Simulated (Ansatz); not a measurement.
Rows from a G0W0 calculation on BiB2Sb (ordered alloy, started on the zincblende lattice) (R3m) (Ansatz 0.2.0; G0W0 on PBE, plane waves, PAW; 4×4×4 mesh, 411 empty bands, screening to 110 eV), in eV. Spin-orbit coupling is left out.

| row | Σx | Σc | Vxc | Z |
| --- | --- | --- | --- | --- |
| A | -15.35 | 1.35 | -13.61 | 0.76 |
| B | -10.06 | -4.09 | -14.34 | 0.77 |
| C | -10.83 | -3.92 | -14.98 | 0.77 |
| D | -15.15 | 0.67 | -14.21 | 0.77 |
| E | -7.71 | -3.80 | -11.46 | 0.79 |
| F | -10.30 | -3.73 | -14.18 | 0.78 |

Q: Which rows are filled states and which are empty ones, and how can one tell?

Filled: A and D. Empty: B, C, E and F. The sign of Σc tells: for a filled state bare exchange, which holds its interaction with itself, lies below Vxc (Σx − Vxc is -0.9 eV or lower here) and screening gives part back as a positive Σc. For an empty state Σx lies above Vxc (+3.7 eV or more) and the Coulomb hole leaves Σc negative.

[Runs of the session that timed out or met a known fault of the program may be left out.]

[Cells called generated may have been cut or substituted from an entry of the Crystallography Open Database or the Materials Project.]

[Hosts, paths, dates, database ids (printed as entryN), source tags and the programs' standing remarks are cut or masked in the printed files.]
